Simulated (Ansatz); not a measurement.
# A defect in a wire: Cu wire along [100], 4 atoms a period, vacancy of one Cu

What does the defect do to the conductance?

Program: Ansatz 0.2.0. Level of theory: DFT PBE, plane waves, PAW; relaxation of a wire's period, in the first sound run; inputs show where later runs differ. Results are calculated unless marked as measured.

## 1. Set-up

The cell holds 4 atoms: 4 Cu. Its edges and angles: a = 8.615 Å, b = 8.615 Å, c = 3.630 Å, α = 90.0°, β = 90.0°, γ = 90.0°. Vacuum lies along a and b. The structure's axis is c.

Coordinates:

```cif
data_structure
_symmetry_space_group_name_H-M 'P 1'
_symmetry_Int_Tables_number 1
_cell_length_a 8.6150
_cell_length_b 8.6150
_cell_length_c 3.6300
_cell_angle_alpha 90.000
_cell_angle_beta 90.000
_cell_angle_gamma 90.000
_cell_volume 269.41
loop_
_atom_site_label
_atom_site_type_symbol
_atom_site_fract_x
_atom_site_fract_y
_atom_site_fract_z
_atom_site_occupancy
Cu1 Cu 0.39466 0.39466 0.00000 1
Cu2 Cu 0.60534 0.60534 0.00000 1
Cu3 Cu 0.39466 0.60534 0.50000 1
Cu4 Cu 0.60534 0.39466 0.50000 1
```

## 2. Relaxing the period

Band widths follow the bond lengths, so the wire is relaxed first. The atoms and the third cell vector are free; the box across stays fixed as vacuum. A Fermi-Dirac smearing is set since the result may be a metal. The pressure printed is a third of the stress's trace over the whole box, vacuum included; only the stress along the axis is relaxed.

input.yaml

```yaml
crystal:
  lattice:
    - [8.615, 0.0, 0.0]
    - [0.0, 8.615, 0.0]
    - [0.0, 0.0, 3.63]
  atoms:
    - { symbol: Cu, position: [0.394660476, 0.394660476, 0.0] }
    - { symbol: Cu, position: [0.605339524, 0.605339524, 0.0] }
    - { symbol: Cu, position: [0.394660476, 0.605339524, 0.5] }
    - { symbol: Cu, position: [0.605339524, 0.394660476, 0.5] }
kpoints:
  mp_grid: { grid: [1, 1, 23] }
scf:
  occupations: { method: fermi_dirac, width: 0.05 }
hamiltonian:
  xc: pbe
relax:
  cell: { fix: [a, b, alpha, beta, gamma] }
  max_steps: 60
```

Command:

```console
> ansatz run input.yaml --threads 4 --pin off --max-ram 16384MiB --backend cpu --events-out ev --progress --plain --runs-dir out
```

Numbers of over 12 decimals in the logs are rounded to 6 here.

The program printed:

```text
Engine: ansatz 0.2.0, aarch64-unknown-linux-gnu
Pseudopotentials: kind: paw
Pseudopotential: Cu, paw, valence charge 19, recommended cutoff 420 eV (normal), Cu.paw.azcp
Functional definition: PBE
  parameter kappa = 0.804
  parameter beta = 0.066725
  exchange = pbe_x(kappa = kappa, mu = beta*pi^2/3)
  correlation = pbe_c(beta = beta)
Crystal: 4 atoms, lattice volume = 269.412 Å³
Basis set: ecut = 420 eV, 5253 PW (Γ), exchange–correlation on 120×120×50 points (8 copies of the dense FFT grid, shifted against one another)
Bands: 46, of which v1, the nominal top of the filled ones, is band 38 counted from 1 (37 counted from 0)
Symmetry: 16 space group operations
Space group: P42/mcm (ITA 132), of the structure as read, at distance tolerance 6.5e-5 Å
k-points: 12 of 23
Non-local potential: Cu, projectors of the file, l = 0: 3, l = 1: 2, l = 2: 3, l = 3: 1
PAW form: soft (Blöchl's): semilocal exchange-correlation on the pseudo side does not see the compensation charge
PAW one-centre angular grid: Cu, 590 points (default); XC on 64 Gauss nodes
Initial density: superposition of atomic densities (neutral atoms: chi_scale 0, normalization atom), corrected by the library's trained network
Initial wavefunctions: pseudopotential atomic-orbital guess
Functional: x = pbe(κ = 0.804, μ = 0.219515), c = pbe(β = 0.066725)
SCF iter   1: F=—  HF=-26495.228154 eV  |F-HF|=—  |Δ(HF+E_count)|=         —  Δρ=5.74e-3  dr2=1.04e-1  ethr=1.77e-3  ⟨swp⟩=6.8  Hψ=2288  notcnv=0  defer=4
preconditioner: auto → LDOS  [metal: Δε(μ)=0.058 eV  Ē_g=5.215 eV  σ=0.050 eV  W_gap=0.27  n_scr=46 (ndim 8)  ℏωp=15.0 eV  f_vac=0.666  D(μ)=2.87/eV (n_scr^D=8)  β→1.0]
SCF iter   2: F=—  HF=-26495.246281 eV  |F-HF|=—  |Δ(HF+E_count)|=   1.81e-2  Δρ=9.98e-3  dr2=1.70e-1  ethr=1.36e-4  ⟨swp⟩=3.8  Hψ=1204  notcnv=0  defer=24
SCF iter   3: F=—  HF=-26495.223588 eV  |F-HF|=—  |Δ(HF+E_count)|=   2.27e-2  Δρ=5.34e-3  dr2=4.56e-2  ethr=1.36e-4  ⟨swp⟩=2.2  Hψ=989  notcnv=0  defer=24
SCF iter   4: F=—  HF=-26495.212930 eV  |F-HF|=—  |Δ(HF+E_count)|=   1.07e-2  Δρ=1.34e-3  dr2=3.55e-3  ethr=6.00e-5  ⟨swp⟩=2.1  Hψ=964  notcnv=0  defer=23
SCF iter   5: F=—  HF=-26495.212292 eV  |F-HF|=—  |Δ(HF+E_count)|=   6.37e-4  Δρ=1.19e-4  dr2=6.62e-5  ethr=4.67e-6  ⟨swp⟩=2.0  Hψ=809  notcnv=0  defer=23
SCF iter   6: F=—  HF=-26495.212181 eV  |F-HF|=—  |Δ(HF+E_count)|=   1.12e-4  Δρ=2.52e-5  dr2=1.93e-6  ethr=8.70e-8  ⟨swp⟩=2.0  Hψ=812  notcnv=0  defer=23
SCF iter   7: F=—  HF=-26495.212181 eV  |F-HF|=—  |Δ(HF+E_count)|=   4.47e-9  Δρ=6.27e-6  dr2=1.12e-7  ethr=2.53e-9  ⟨swp⟩=2.0  Hψ=761  notcnv=0  defer=23
SCF iter   8: F=-26495.212181 eV  HF=-26495.212181 eV  |F-HF|=6.18e-10  |Δ(HF+E_count)|=   3.11e-8  Δρ=7.94e-7  dr2=1.45e-9  ethr=1.32e-10  ⟨swp⟩=4.0  Hψ=1750  notcnv=0
SCF 1 converged in 8 iterations: F = -26495.212181 eV  dr2 = 1.45e-9
  greatest PAW one-centre occupation: 1.000 electrons in one spin orbital (limit 2), on the Cu atom at site 3 (counted from 0), in its partial waves of l = 0
relax step   1: F+E_penalty+E_count = -26495.21218084 eV  Δ(F+E_penalty+E_count) = +0.000e0 eV  max|allowed force component| = 6.377e-1 eV/Å  Δτ_max = 0.0000 Å  P = -2.100 GPa  Ω = 269.412 Å³  fix = [a, b, alpha, beta, gamma]  reactions: a -1.225, b -1.225 GPa  (8 SCF iters, dr2 threshold 1.00e-7 eV, accepted)
Crystal: 4 atoms, lattice volume = 256.286 Å³
Basis set: ecut = 420 eV, 5043 PW (Γ), exchange–correlation on 120×120×50 points (8 copies of the dense FFT grid, shifted against one another)
Initial density: handed on by an earlier stage of this run
Initial wavefunctions: those handed on with the density
iter 1 solved again at ethr=1.71e-4 eV; its pass at ethr=3.10e-3 eV (dr2=1.30e-1 eV) is discarded
SCF iter   1: F=—  HF=-26495.588344 eV  |F-HF|=—  |Δ(HF+E_count)|=         —  Δρ=8.86e-3  dr2=1.32e-1  ethr=1.71e-4  ⟨swp⟩=2.0  Hψ=2795  notcnv=0
preconditioner: auto → LDOS  [insulator: Δε(μ)=0.116 eV  Ē_g=5.549 eV  σ=0.050 eV  W_gap=0.50  n_scr=46 (ndim 8)  ℏωp=15.4 eV  f_vac=0.667  D(μ)=2.29/eV (n_scr^D=8)  ε∞_Penn≈8.7  β→1.0]
SCF iter   2: F=—  HF=-26495.697754 eV  |F-HF|=—  |Δ(HF+E_count)|=   1.09e-1  Δρ=2.03e-2  dr2=5.70e-1  ethr=1.71e-4  ⟨swp⟩=2.6  Hψ=1121  notcnv=0  recentre
SCF iter   3: F=—  HF=-26495.566235 eV  |F-HF|=—  |Δ(HF+E_count)|=   1.32e-1  Δρ=2.99e-3  dr2=1.60e-2  ethr=1.71e-4  ⟨swp⟩=2.3  Hψ=1183  notcnv=0  defer=21
SCF iter   4: F=—  HF=-26495.563162 eV  |F-HF|=—  |Δ(HF+E_count)|=   3.07e-3  Δρ=2.66e-4  dr2=1.38e-4  ethr=2.11e-5  ⟨swp⟩=2.0  Hψ=807  notcnv=0  defer=21
SCF iter   5: F=—  HF=-26495.563231 eV  |F-HF|=—  |Δ(HF+E_count)|=   6.85e-5  Δρ=1.06e-4  dr2=8.58e-5  ethr=1.82e-7  ⟨swp⟩=2.0  Hψ=859  notcnv=0  defer=21
SCF iter   6: F=—  HF=-26495.563209 eV  |F-HF|=—  |Δ(HF+E_count)|=   2.13e-5  Δρ=4.43e-5  dr2=3.27e-6  ethr=1.13e-7  ⟨swp⟩=2.0  Hψ=797  notcnv=0  defer=21
SCF iter   7: F=-26495.563209 eV  HF=-26495.563209 eV  |F-HF|=4.93e-8  |Δ(HF+E_count)|=   7.73e-8  Δρ=1.27e-5  dr2=3.21e-7  ethr=5.26e-10  ⟨swp⟩=5.0  Hψ=2051  notcnv=0
SCF 2 converged in 7 iterations: F = -26495.563209 eV  dr2 = 3.21e-7
relax step   2: F+E_penalty+E_count = -26495.56320910 eV  Δ(F+E_penalty+E_count) = -3.510e-1 eV  max|allowed force component| = 2.568e-1 eV/Å  Δτ_max = 0.0226 Å  P = -1.341 GPa  Ω = 256.286 Å³  energy of the carried Pulay correction = +1.761e-3 eV  fix = [a, b, alpha, beta, gamma]  reactions: a -0.411, b -0.411 GPa  (7 SCF iters, dr2 threshold 4.00e-7 eV, accepted)
Crystal: 4 atoms, lattice volume = 242.859 Å³
Basis set: ecut = 420 eV, 4715 PW (Γ), exchange–correlation on 120×120×50 points (8 copies of the dense FFT grid, shifted against one another)
iter 1 solved again at ethr=1.13e-4 eV; its pass at ethr=3.10e-3 eV (dr2=8.61e-2 eV) is discarded
SCF iter   1: F=—  HF=-26495.820758 eV  |F-HF|=—  |Δ(HF+E_count)|=         —  Δρ=7.31e-3  dr2=8.61e-2  ethr=1.13e-4  ⟨swp⟩=2.3  Hψ=2881  notcnv=0
preconditioner: auto → LDOS  [insulator: Δε(μ)=0.245 eV  Ē_g=5.821 eV  σ=0.050 eV  W_gap=0.73  n_scr=46 (ndim 8)  ℏωp=15.8 eV  f_vac=0.666  D(μ)=1.62/eV (n_scr^D=8)  ε∞_Penn≈8.4  β→1.0]
SCF iter   2: F=—  HF=-26495.904707 eV  |F-HF|=—  |Δ(HF+E_count)|=   8.39e-2  Δρ=1.78e-2  dr2=4.20e-1  ethr=1.13e-4  ⟨swp⟩=3.1  Hψ=1386  notcnv=0  recentre
SCF iter   3: F=—  HF=-26495.804994 eV  |F-HF|=—  |Δ(HF+E_count)|=   9.97e-2  Δρ=2.43e-3  dr2=9.86e-3  ethr=1.13e-4  ⟨swp⟩=3.8  Hψ=1463  notcnv=0  defer=21
SCF iter   4: F=—  HF=-26495.802995 eV  |F-HF|=—  |Δ(HF+E_count)|=   2.00e-3  Δρ=2.74e-4  dr2=9.84e-5  ethr=1.30e-5  ⟨swp⟩=2.0  Hψ=785  notcnv=0  defer=21
SCF iter   5: F=—  HF=-26495.802968 eV  |F-HF|=—  |Δ(HF+E_count)|=   2.71e-5  Δρ=1.79e-4  dr2=4.14e-5  ethr=1.29e-7  ⟨swp⟩=2.0  Hψ=998  notcnv=0  defer=21
SCF iter   6: F=-26495.802982 eV  HF=-26495.802982 eV  |F-HF|=6.82e-8  |Δ(HF+E_count)|=   1.42e-5  Δρ=1.28e-5  dr2=3.14e-7  ethr=5.26e-10  ⟨swp⟩=5.0  Hψ=2902  notcnv=0
SCF 3 converged in 6 iterations: F = -26495.802982 eV  dr2 = 3.14e-7
  greatest PAW one-centre occupation: 1.000 electrons in one spin orbital (limit 2), on the Cu atom at site 1 (counted from 0), in its partial waves of l = 0
relax step   3: F+E_penalty+E_count = -26495.80298224 eV  Δ(F+E_penalty+E_count) = -2.398e-1 eV  max|allowed force component| = 9.285e-2 eV/Å  Δτ_max = 0.0025 Å  P = -0.516 GPa  Ω = 242.859 Å³  energy of the carried Pulay correction = +3.657e-3 eV  fix = [a, b, alpha, beta, gamma]  reactions: a +0.385, b +0.385 GPa  (6 SCF iters, dr2 threshold 4.00e-7 eV, accepted)
[... from here on, the SCF cycles and remarks between the steps are left out ...]
relax step   4: F+E_penalty+E_count = -26496.03588270 eV  Δ(F+E_penalty+E_count) = -2.329e-1 eV  max|allowed force component| = 6.925e-2 eV/Å  Δτ_max = 0.0512 Å  P = -0.718 GPa  Ω = 229.718 Å³  energy of the carried Pulay correction = +5.611e-3 eV  fix = [a, b, alpha, beta, gamma]  reactions: a +0.371, b +0.371 GPa  (7 SCF iters, dr2 threshold 4.00e-7 eV, accepted)
relax step   5: F+E_penalty+E_count = -26496.31157303 eV  Δ(F+E_penalty+E_count) = -2.757e-1 eV  max|allowed force component| = 7.183e-2 eV/Å  Δτ_max = 0.0485 Å  P = -0.771 GPa  Ω = 216.577 Å³  energy of the carried Pulay correction = +7.672e-3 eV  fix = [a, b, alpha, beta, gamma]  reactions: a +0.414, b +0.414 GPa  (7 SCF iters, dr2 threshold 4.00e-7 eV, accepted)
relax step   6: F+E_penalty+E_count = -26496.59190808 eV  Δ(F+E_penalty+E_count) = -2.803e-1 eV  max|allowed force component| = 1.151e-1 eV/Å  Δτ_max = 0.0465 Å  P = -0.627 GPa  Ω = 203.409 Å³  energy of the carried Pulay correction = +9.852e-3 eV  fix = [a, b, alpha, beta, gamma]  reactions: a +0.600, b +0.600 GPa  (7 SCF iters, dr2 threshold 4.00e-7 eV, accepted)
relax step   7: F+E_penalty+E_count = -26496.83788010 eV  Δ(F+E_penalty+E_count) = -2.460e-1 eV  max|allowed force component| = 3.986e-2 eV/Å  Δτ_max = 0.0671 Å  P = -0.578 GPa  Ω = 190.264 Å³  energy of the carried Pulay correction = +1.215e-2 eV  fix = [a, b, alpha, beta, gamma]  reactions: a +0.127, b +0.127 GPa  (7 SCF iters, dr2 threshold 4.00e-7 eV, accepted)
relax step   8: F+E_penalty+E_count = -26496.83093742 eV  Δ(F+E_penalty+E_count) = +6.943e-3 eV  max|allowed force component| = 1.127e-1 eV/Å  Δτ_max = 0.0229 Å  P = +1.438 GPa  Ω = 177.281 Å³  energy of the carried Pulay correction = +1.456e-2 eV  fix = [a, b, alpha, beta, gamma]  (7 SCF iters, dr2 threshold 4.00e-7 eV, rejected (line search))
relax step   9: F+E_penalty+E_count = -26496.88094904 eV  Δ(F+E_penalty+E_count) = -4.307e-2 eV  max|allowed force component| = 1.697e-3 eV/Å  Δτ_max = 0.0144 Å  P = +0.136 GPa  Ω = 184.063 Å³  energy of the carried Pulay correction = +1.329e-2 eV  fix = [a, b, alpha, beta, gamma]  reactions: a +0.279, b +0.279 GPa  (9 SCF iters, accepted)
relax step  10: F+E_penalty+E_count = -26496.88125641 eV  Δ(F+E_penalty+E_count) = -3.074e-4 eV  max|allowed force component| = 4.772e-4 eV/Å  Δτ_max = 0.0016 Å  P = +0.181 GPa  Ω = 183.625 Å³  energy of the carried Pulay correction = +1.337e-2 eV  fix = [a, b, alpha, beta, gamma]  reactions: a +0.276, b +0.276 GPa  (6 SCF iters, dr2 threshold 5.60e-8 eV, accepted)
Basis set: ecut = 420 eV, 3569 PW (Γ), exchange–correlation on 120×120×36 points (8 copies of the dense FFT grid, shifted against one another)
Initial wavefunctions: pseudopotential atomic-orbital guess (no wavefunctions were taken with the density)
iter 1 solved again at ethr=2.00e-6 eV; its pass at ethr=3.10e-3 eV (dr2=1.52e-3 eV) is discarded
SCF iter   1: F=—  HF=-26496.872076 eV  |F-HF|=—  |Δ(HF+E_count)|=         —  Δρ=3.23e-4  dr2=4.30e-5  ethr=2.00e-6  ⟨swp⟩=2.8  Hψ=3652  notcnv=0
preconditioner: auto → LDOS  [insulator: Δε(μ)=0.407 eV  Ē_g=6.618 eV  σ=0.050 eV  W_gap=0.78  n_scr=36 (ndim 8)  ℏωp=18.2 eV  f_vac=0.621  D(μ)=1.42/eV (n_scr^D=8)  ε∞_Penn≈8.5  β→1.0]
SCF iter   2: F=—  HF=-26496.872341 eV  |F-HF|=—  |Δ(HF+E_count)|=   2.65e-4  Δρ=8.70e-4  dr2=8.32e-4  ethr=5.66e-8  ⟨swp⟩=3.0  Hψ=1215  notcnv=0
SCF iter   3: F=—  HF=-26496.872427 eV  |F-HF|=—  |Δ(HF+E_count)|=   8.58e-5  Δρ=1.10e-3  dr2=1.24e-3  ethr=5.66e-8  ⟨swp⟩=3.0  Hψ=1265  notcnv=0
SCF iter   4: F=—  HF=-26496.872152 eV  |F-HF|=—  |Δ(HF+E_count)|=   2.75e-4  Δρ=2.16e-4  dr2=4.86e-5  ethr=5.66e-8  ⟨swp⟩=3.1  Hψ=1178  notcnv=0
SCF iter   5: F=—  HF=-26496.872144 eV  |F-HF|=—  |Δ(HF+E_count)|=   8.36e-6  Δρ=1.67e-5  dr2=5.04e-7  ethr=5.66e-8  ⟨swp⟩=2.0  Hψ=787  notcnv=0
SCF iter   6: F=—  HF=-26496.872139 eV  |F-HF|=—  |Δ(HF+E_count)|=   4.96e-6  Δρ=7.24e-7  dr2=1.61e-9  ethr=6.63e-10  ⟨swp⟩=2.2  Hψ=893  notcnv=0
SCF iter   7: F=—  HF=-26496.872139 eV  |F-HF|=—  |Δ(HF+E_count)|=  9.75e-10  Δρ=2.18e-7  dr2=1.26e-10  ethr=2.11e-12  ⟨swp⟩=2.1  Hψ=989  notcnv=0
SCF iter   8: F=-26496.872139 eV  HF=-26496.872139 eV  |F-HF|=2.55e-11  |Δ(HF+E_count)|=  5.09e-11  Δρ=1.99e-8  dr2=1.01e-12  ethr=1.00e-12  ⟨swp⟩=5.0  Hψ=2013  notcnv=0
SCF 11 converged in 8 iterations: F = -26496.872139 eV  dr2 = 1.01e-12
relax step  11: F+E_penalty+E_count = -26496.87213883 eV  Δ(F+E_penalty+E_count) = +9.118e-3 eV  max|allowed force component| = 2.036e-3 eV/Å  Δτ_max = 0.0000 Å  P = +0.178 GPa  Ω = 183.625 Å³  fix = [a, b, alpha, beta, gamma]  reactions: a +0.277, b +0.277 GPa  stress off target by 1.96e-2 GPa on what of the cell is left free  SCF on the basis re-selected at this cell (its energy is not comparable with the rows above)  (8 SCF iters)
basis re-selected at this cell: Δ(F+E_penalty+E_count) = +9.118e-3 eV, ΔP = -0.003 GPa vs the last step (what re-selecting the basis moved, of the pressure what is left beyond the Pulay correction that the steps carried, after the strain that the cell walked since its last selection, with what the two solves' SCF thresholds leave and, on support functions, any second-order correction that the steps lacked; it is no measure of the basis error at this ecutwfc). The dense FFT grid was sized anew with the basis: this SCF ran on 60×60×18 points, the steps before it on 60×60×25, so part of this shift can come from that change (see relax.cell in the input reference). [rest of the remark cut]
SCF converged after 8 iterations
Free energy (F): -26496.872139 eV
Harris-Foulkes:  -26496.872139 eV  (|F-HF|=2.55e-11)
Internal energy: -26496.860625 eV  (E = F + TS)
E sigma→0 (E₀):  -26496.866382 eV
Entropy (-TS):   -0.011514 eV (-2.879 meV/atom)
Fermi energy:    1.108109 eV
--- Per-component energies (eV) ---
  E_band       = -2577.170210
  E_kinetic    = 1199.707926
  E_local      = -43659.669120  (includes V_loc(G=0)·N_el)
  E_nonlocal   = 1578.122109
  E_hartree    = 20298.522774
  E_xc         = -351.344921
  E_vxc        = -452.651400  (∫ρ·V_xc dr)
  E_paw        = -6668.959649  (= ΣΔE_a)
  E_vpaw       = -1839.726532  (= ΣTr[D̂ρ^β])
  E_aug_tail   = 0.001268  (compensation charges beyond the density's cutoff)
  E_ewald      = 1106.758989
  E_smearing   = -0.011514  (= −TS)
  E_closure    = -0.000000  (closes the sum)
  Σ components = -26496.872139   (vs F -26496.872139, Δ=0.00e0)
--- Forces (eV/Å), atoms counted from 1 ---
  atom   1  Cu    -0.00203558    -0.00203558     0.00000000
  atom   2  Cu     0.00203558     0.00203558     0.00000000
  atom   3  Cu    -0.00203558     0.00203558     0.00000000
  atom   4  Cu     0.00203558    -0.00203558     0.00000000
  max |Σ_I F_I| component: 8.67e-19 eV/Å
--- Stress (GPa, compression-positive) ---
        0.277491       0.000000       0.000000
        0.000000       0.277491       0.000000
        0.000000       0.000000      -0.019598
  P = ⅓ Tr σ = 0.1785 GPa (1.785 kbar)
--- Relaxed structure (10 steps of the walk, 9 accepted, 1 SCFs on fresh bases) ---
  F+E_penalty+E_count = -26496.87213883 eV   max|allowed force component| = 2.036e-3 eV/Å   (the final SCF, on the basis selected at the relaxed cell)
  cell:  # Å, volume = 183.6253 Å³
    - [8.615, 0.0, 0.0]
    - [0.0, 8.615, 0.0]
    - [0.0, 0.0, 2.474127]
  atoms:
    - { symbol: Cu, position: [0.377892, 0.377892, 0.0] }
    - { symbol: Cu, position: [0.622108, 0.622108, 0.0] }
    - { symbol: Cu, position: [0.377892, 0.622108, 0.5] }
    - { symbol: Cu, position: [0.622108, 0.377892, 0.5] }
```

Elapsed: 53 s, on 4 threads of Arm Neoverse N1, shared host; peak memory 0.63 GiB; 3.3 min of CPU time.

Step by step:

| step | energy less that of the first step (eV) | largest force component (eV/Å) | pressure (GPa) | volume (Å³) |
| --- | --- | --- | --- | --- |
| 1 | 0.0000 | 0.6377 | -2.10 | 269.41 |
| 2 | -0.3510 | 0.2568 | -1.34 | 256.29 |
| 3 | -0.5908 | 0.0929 | -0.52 | 242.86 |
| 4 | -0.8237 | 0.0692 | -0.72 | 229.72 |
| 5 | -1.0994 | 0.0718 | -0.77 | 216.58 |
| 6 | -1.3797 | 0.1151 | -0.63 | 203.41 |
| 7 | -1.6257 | 0.0399 | -0.58 | 190.26 |
| 8 | -1.6188 | 0.1127 | 1.44 | 177.28 |
| 9 | -1.6688 | 0.0017 | 0.14 | 184.06 |
| 10 | -1.6691 | 0.0005 | 0.18 | 183.63 |
| 11* | -1.6600 | 0.0020 | 0.18 | 183.63 |

Relaxation steps marked * repeat the geometry before them on a plane-wave basis chosen anew for their cell, so energy and pressure can jump there. Relaxation step 8 was tried and not accepted.

The run keeps the 16 symmetry operations that it works with, so distortions that break them were not tested.

| cell as run | before | after | change |
| --- | --- | --- | --- |
| c (Å) | 3.630 | 2.474 | -31.8 % |

The atoms that moved most (Å, along periodic axes as changes of fractional coordinates times the final cell, across vacuum about the mean position):

| atom | dx | dy | dz | length |
| --- | --- | --- | --- | --- |
| Cu1 | -0.144 | -0.144 | 0.000 | 0.204 |
| Cu2 | 0.144 | 0.144 | 0.000 | 0.204 |
| Cu3 | -0.144 | 0.144 | 0.000 | 0.204 |
| Cu4 | 0.144 | -0.144 | 0.000 | 0.204 |

Final coordinates:

```xyz
4
Lattice="8.6150 0.0000 0.0000 0.0000 8.6150 0.0000 0.0000 0.0000 2.4741" Properties=species:S:1:pos:R:3
Cu    3.2555    3.2555    0.0000
Cu    5.3595    5.3595    0.0000
Cu    3.2555    5.3595    1.2371
Cu    5.3595    3.2555    1.2371
```

Numbers from this step:

```
energy at zero smearing    : -26496.8664 eV
cell length along the wire : 2.474 Å
```

The cell's length comes to 2.474 Å with spin left out. That is -32 % against the start, more than a small adjustment. 4 contacts a cell pass between under 1.1 and over 1.27 times the sum of covalent radii, so the wire has rearranged from the shape that names it.

(Continued in part 2 of 3.)

[Logs are printed without paths, hosts, clocks, repeated set-up lines and the standing remarks that a program may print on its own settings, such as how far it seeks lower states.]

[Hosts, paths, dates, database ids (printed as entryN), source tags and the programs' standing remarks are cut or masked in the printed files.]
